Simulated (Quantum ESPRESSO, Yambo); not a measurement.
# A GW chain in Yambo: CdF2 (Fm-3m), part 3 of 3

How does a plane-wave GW calculation on CdF2 (Fm-3m) run from the first input to the gap?

Quantum ESPRESSO 7.5 and Yambo 5.3.0; PBE and many-body steps on it, plane waves. Known limits of the many-body steps: not at the basis limit; d shell near the gap, gap tends to lie low; coarse k mesh.

So far. Step 3 (Bands along the symmetry lines): The gap is 3.120 eV, −0.019 eV from the run before at this level. Step 4 (Empty states on the mesh, 4×4×4 mesh, 238 bands): On this mesh the gap is 3.120 eV.

## (6) Screening and self-energy, 4×4×4 mesh, 238 bands, screening to 142.9 eV

Now the one-shot GW correction: screening in the RPA, then the self-energy of the levels asked for.

This step: G0W0 on PBE with spin-orbit coupling, plane waves, norm-conserving pseudopotentials.

The input, gw4.in:

```
HF_and_locXC
gw0
dyson
ppa
em1d
rim_cut
RandQpts= 1000000
RandGvec= 1 RL
EXXRLvcs= 94 Ry
VXCRLvcs= 376 Ry
Chimod= "HARTREE"
% BndsRnXp
 1 | 238 |
%
NGsBlkXp= 10.5 Ry
% LongDrXp
 1 | 1 | 1 |
%
% GbndRnge
 1 | 238 |
%
DysSolver= "n"
ExtendOut
PPAPntXp= 27.21138 eV
% QPkrange
 8 | 8 | 31 | 38 |
 1 | 1 | 31 | 38 |
%
```

On the command line:

```console
OMP_NUM_THREADS=1 mpirun -n 4 yambo -F gw4.in -J gw4 -C gw4 > gw4.log
```

The program printed:

```text
 Yambo, version 5.3.0

 [02] CORE Variables Setup
 =========================

  [... cell, symmetries and grids as in the set-up ...]

  [02.05] Energies & Occupations
  ==============================

  [X] === General ===
  [X] Electronic Temperature                        :  0.000000  0.000000 [eV K]
  [X] Bosonic    Temperature                        :  0.000000  0.000000 [eV K]
  [X] Finite Temperature mode                       : no
  [X] El. density                                   :  0.86947E+24 [cm-3]
  [X] Fermi Level                                   :  6.541726 [eV]

  [X] === Gaps and Widths ===
  [X] Conduction Band Min                           :  3.120445 [eV]
  [X] Valence Band Max                              :  0.000000 [eV]
  [X] Filled Bands                                  :   34
  [X] Empty Bands                                   :   35  238
  [X] Direct Gap                                    :  3.534507 [eV]
  [X] Direct Gap localized at k                     :  1
  [X] Indirect Gap                                  :  3.120445 [eV]
  [X] Indirect Gap between kpts                     :   8   1
  [X] Last valence band width                       :  0.414062 [eV]
  [X] 1st conduction band width                     :  4.979286 [eV]

 [03] Transferred momenta grid and indexing
 ==========================================

 IBZ Q-points                                      :   8
 BZ  Q-points                                      :   64

 K/Q-points units:
 rlu = crystal or reduced units; cc = cartesian coordinates; iku = interal k-units

 Q [1]          [rlu]:  0.000000  0.000000  0.000000
 Q [2]          [rlu]:  0.14198E-16 -0.27435E-16  0.25000
 Q [3]          [rlu]: -0.28396E-16  0.54870E-16 -0.50000
 Q [4]          [rlu]:  0.65886E-17  0.25000      0.25000
 Q [5]          [rlu]: -0.68688E-17  0.25000      0.50000
 Q [6]          [rlu]:  0.27115E-16  0.25000     -0.25000
 Q [7]          [rlu]: -0.13177E-16 -0.50000     -0.50000
 Q [8]          [rlu]:  0.250000 -0.500000 -0.250000

 [04] Coloumb potential Random Integration (RIM)
 ===============================================

  [04.01] RIM initialization
  ==========================

  * Diagonal components only detected *

  8 x (sBL volume)        :  0.117498 [a.u.]
  sBZ random points       :  1000000
  Points outside the sBZ  :   7999624
  RL volume               :  0.939984 [a.u.]
  Integrated volume       :  0.940028 [a.u.]

  [04.02] RIM integrals
  =====================

  Gamma point sphere radius             :  0.088844 [a.u.]
  Points outside the sphere             :   799635
  [Int_sBZ(q=0) 1/q^2]*(Vol_sBZ)^(-1/3) =:  7.763403
                                 should be <:  7.795600

  Summary of Coulomb integrals for non-metallic bands |Q|[au] RIM/Bare

  Q [1] 0.100000E-4 0.995870 * Q [2] 0.267211 1.065611
  Q [4] 0.308548 1.063726 * Q [6] 0.436353 1.025826
  Q [5] 0.511670 1.019349 * Q [3] 0.534422 1.016307
  Q [7] 0.617097 1.012926 * Q [8] 0.689935 1.009939

 [05] Dipoles
 ============

  [05.01] Setup: observables and procedures
  =========================================

  [WARNING] [x,Vnl] slows the Dipoles computation. To neglect it rename the ns.kb_pp file

 [06] Dynamic Dielectric Matrix (PPA)
 ====================================

 [WR./gw4//ndb.pp]---------------------------------------------------------------
  Brillouin Zone Q/K grids (IBZ/BZ)                :    8   64    8   64
  RL vectors                                       :   4957 [WF]
  Coulomb cutoff potential                         : none
  Electronic Temperature                           :  0.000000 [K]
  Bosonic    Temperature                           :  0.000000 [K]
  PPA    diel. fun.  energies                      : Perdew, Burke & Ernzerhof(X)+Perdew, Burke & Ernzerhof(C)
  wavefunctions                                    : Perdew, Burke & Ernzerhof(X)+Perdew, Burke & Ernzerhof(C)
  Global Gauge                                     : length
  X matrix size                                    :  169
  X band range                                     :    1  238
  X e/h energy range                               : -1.000000 -1.000000 [eV]
  X Time ordering                                  : R
  X Hxc Kernel                                     : HARTREE
  X Drude frequency                                :  0.000000  0.000000
  X poles                                          :  100.0000 [o/o]
  RL vectors in the sum                            :   4957
  [r,Vnl] included                                 : yes
  Field direction                                  :  0.577350E-5  0.577350E-5  0.577350E-5
  BZ energy Double Grid                            : no
  BZ energy DbGd points                            : 0
  BZ Q point size factor                           : -1.000000
  X Optical Averaged directions                    : none

 [07] Local Exchange-Correlation + Non-Local Fock
 ================================================

 [VXC] Plane waves :   32647
 [EXS] Plane waves :   4111

 QP @ state[ 1 ] K range:  1  1
 QP @ state[ 1 ] b range:   31   38
 QP @ state[ 2 ] K range:   8   8
 QP @ state[ 2 ] b range:   31   38

 [xc] Functional : Perdew, Burke & Ernzerhof(X)+Perdew, Burke & Ernzerhof(C)
 [xc] LIBXC used to calculate xc functional
  PP Number of Atomic Species                      :  2
  NLCC RL compoments                               :   32647
  PP Number of Atomic Species                      :  2
  NLCC RL compoments                               :   32647

 [xc] E_xc :  -24.65263 [Ha]
      E_xc :  -49.30525 [Ry]

  Local XC kind (lXC) : Perdew, Burke & Ernzerhof(X)+Perdew, Burke & Ernzerhof(C)
  Non-Local XC kind (nlXC) : Hartree-Fock

  Corrections @ K [1] :  [eV]
 <31|nlXC|31> = -32.19431 -0.75194E-17 <31|lXC|31> = -24.91249  0.582550E-8
 <32|nlXC|32> = -32.19423 -0.16290E-16 <32|lXC|32> = -24.91249  0.568638E-8
 <33|nlXC|33> = -32.47250 -0.64001E-18 <33|lXC|33> = -25.18816  0.614457E-8
 <34|nlXC|34> = -32.47250 -0.11077E-16 <34|lXC|34> = -25.18816  0.168026E-8
 <35|nlXC|35> = -7.992736 -0.36053E-17 <35|lXC|35> = -12.40379  0.308722E-8
 <36|nlXC|36> = -7.992736 -0.40665E-18 <36|lXC|36> = -12.40379 -0.45203E-09
 <37|nlXC|37> = -4.807145  0.25063E-18 <37|lXC|37> = -10.37823  0.90258E-11
 <38|nlXC|38> = -4.807145  0.46304E-18 <38|lXC|38> = -10.37823  0.81989E-09

  Corrections @ K [8] :  [eV]
 <31|nlXC|31> = -30.52418  0.11422E-17 <31|lXC|31> = -23.13630  0.95683E-09
 <32|nlXC|32> = -30.52418  0.36245E-18 <32|lXC|32> = -23.13630  0.65166E-10
 <33|nlXC|33> = -31.53786 -0.88311E-17 <33|lXC|33> = -24.40008  0.87217E-09
 <34|nlXC|34> = -31.53786 -0.87708E-17 <34|lXC|34> = -24.40008 -0.96637E-09
 <35|nlXC|35> = -10.76414  0.16291E-17 <35|lXC|35> = -16.75292  0.35094E-09
 <36|nlXC|36> = -10.76414 -0.15757E-17 <36|lXC|36> = -16.75292 -0.19023E-12
 <37|nlXC|37> = -7.008964  0.26224E-18 <37|lXC|37> = -12.04411 -0.357682E-8
 <38|nlXC|38> = -7.008964 -0.43619E-18 <38|lXC|38> = -12.04411  0.117477E-7

  [07.01] Hartree-Fock occupations report
  =======================================

  [Hartree-Fock] === General ===
  [Hartree-Fock] Electronic Temperature             :  0.000000  0.000000 [eV K]
  [Hartree-Fock] Bosonic    Temperature             :  0.000000  0.000000 [eV K]
  [Hartree-Fock] Finite Temperature mode            : no
  [Hartree-Fock] El. density                        :  0.86947E+24 [cm-3]
  [Hartree-Fock] Fermi Level                        :  6.541726 [eV]

  [Hartree-Fock] === Gaps and Widths ===
  [Hartree-Fock] Conduction Band Min                :  4.986517 [eV]
  [Hartree-Fock] Valence Band Max                   : -0.049727 [eV]
  [Hartree-Fock] Filled Bands                       :   34
  [Hartree-Fock] Empty Bands                        :   35  238
  [Hartree-Fock] Direct Gap                         :  5.380095 [eV]
  [Hartree-Fock] Direct Gap localized at k          :  2
  [Hartree-Fock] Indirect Gap                       :  5.036243 [eV]
  [Hartree-Fock] Indirect Gap between kpts          :   7   2
  [Hartree-Fock] Last valence band width            :  7.648671 [eV]
  [Hartree-Fock] 1st conduction band width          :  9.102001 [eV]

 [08] Dyson equation: Newton solver
 ==================================

  [08.01] G0W0 (W PPA)
  ====================

  [  GW  ] Bands range     :    1  238
  [GW/PPA] G damping       :  0.100000 [eV]

  QP @ state[ 1 ] K range:  1  1
  QP @ state[ 1 ] b range:   31   38
  QP @ state[ 2 ] K range:   8   8
  QP @ state[ 2 ] b range:   31   38

   Sc/G bands                                       :    1  238
   Sc/G damping                                     :  0.100000 ev
   Sc bands terminator                              : no
   Sx RL components                                 :   4111

   QP @ state[ 1 ] K range                          :  1  1
   QP @ state[ 1 ] b range                          :   31   38
   QP @ state[ 2 ] K range                          :   8   8
   QP @ state[ 2 ] b range                          :   31   38
   GF energies kind                                 : Perdew, Burke & Ernzerhof(X)+Perdew, Burke & Ernzerhof(C)
   GF WF`s kind                                     : Perdew, Burke & Ernzerhof(X)+Perdew, Burke & Ernzerhof(C)
   Xs energies kind                                 : Perdew, Burke & Ernzerhof(X)+Perdew, Burke & Ernzerhof(C)
   Xs WF`s kind                                     : Perdew, Burke & Ernzerhof(X)+Perdew, Burke & Ernzerhof(C)

 [11] Game Over & Game summary
```

It took 13 min on 4 MPI ranks of Intel Xeon Platinum 8259CL at 2.50GHz (Skylake/Cascade Lake), shared host; peak memory 3.4 GiB; 54 min of CPU time.

Numbers from this step:

```
G0W0 gap on the points computed              : 5.296 eV
starting gap on the mesh                     : 3.120 eV
k of the valence top                         : 0.25, -0.5, -0.25
k of the conduction bottom                   : 0, 0, 0
least direct G0W0 gap on the computed points : 5.983 eV
Z at the valence top                         : 0.7978
Z at the conduction bottom                   : 0.8702
```

The gap on the mesh goes from 3.12 eV to 5.30 eV, a correction of +2.18 eV.

Limits: finite bands, cutoff and mesh; d shell near the gap, gap tends to lie low; coarse k mesh. v1 is the top filled band, c1 the lowest empty one. Levels before and after the correction, in eV, zero at the valence-band top of each column:

|  | conduction bottom | valence top |
| --- | --- | --- |
| Kohn-Sham | 3.12 | 0.00 |
| G0W0 | 5.30 | 0.00 |

|  | level | energy (eV) |
| --- | --- | --- |
| Kohn-Sham | Γ v3 | -0.525 |
| Kohn-Sham | Γ v2-v1 | -0.414 |
| Kohn-Sham | Γ c1-c2 | 3.120 |
| Kohn-Sham | Γ c3 | 12.329 |
| Kohn-Sham | (0.25 -0.5 -0.25) v3 | -0.605 |
| Kohn-Sham | (0.25 -0.5 -0.25) v2-v1 | 0.000 |
| Kohn-Sham | (0.25 -0.5 -0.25) c1-c2 | 8.100 |
| Kohn-Sham | (0.25 -0.5 -0.25) c3 | 11.469 |
| G0W0 | Γ v3 | -0.782 |
| G0W0 | Γ v2-v1 | -0.687 |
| G0W0 | Γ c1-c2 | 5.296 |
| G0W0 | Γ c3 | 14.806 |
| G0W0 | (0.25 -0.5 -0.25) v3 | -0.634 |
| G0W0 | (0.25 -0.5 -0.25) v2-v1 | 0.000 |
| G0W0 | (0.25 -0.5 -0.25) c1-c2 | 11.324 |
| G0W0 | (0.25 -0.5 -0.25) c3 | 13.933 |

## (7) Where the time went

Times are wall times on the hardware named with each run, good to a factor of about two.

| step | time | share | memory (GiB) |
| --- | --- | --- | --- |
| ground state | 43 s | 5 % | 0.57 |
| bands along the symmetry lines | 41 s | 4 % | 0.4 |
| empty states on the mesh | 53 s | 6 % | 0.91 |
| conversion and set-up | 4.4 s | 0 % | 0.25 |
| screening and self-energy | 13 min | 85 % | 3.4 |

## (8) Outcome

| Quantity | Value |
| --- | --- |
| PBE gap | 3.12 eV, indirect |
| G0W0 gap on the mesh | 5.30 eV |
| GW settings | 4×4×4 mesh, 238 bands, screening to 142.9 eV, Godby-Needs plasmon pole |
| known limits | not at the basis limit; d shell near the gap, gap tends to lie low; coarse k mesh |

**Reading.** G0W0 moves the gap on the mesh from 3.12 eV to 5.30 eV (+2.18 eV), with Z of 0.80 and 0.87 at the edges. Only 2 of the mesh's irreducible points were corrected, so a valley elsewhere could overtake. The dearest step here is «screening and self-energy». Bands and cutoff are finite, so the gap is not at the basis limit. The miss can reach some tenths of an eV and take either sign; the mesh is an error of its own. In the G0W0 run levels were corrected at 2 k points alone, so a gap called «on the mesh» is the least over those, and an edge elsewhere would be missed. The 4×4×4 mesh is coarse for this cell, which bears on the long-range parts of exchange and screening. A d shell, filled or nearly so, lies near the gap. One-shot GW converges very slowly in bands there, not always from below, and on a semilocal start the gap tends to come out low; starts rich in exact exchange can overshoot instead.

[Paths, hosts, dates, memory and timing lines, banners, echoed tables and standing remarks are left out of the program output.]

[Logs are printed without paths, hosts, clocks, repeated set-up lines and the standing remarks that a program may print on its own settings, such as how far it seeks lower states.]

[Runs of the session that timed out or met a known fault of the program may be left out.]

[Hosts, paths, dates, database ids (printed as entryN), source tags and the programs' standing remarks are cut or masked in the printed files.]
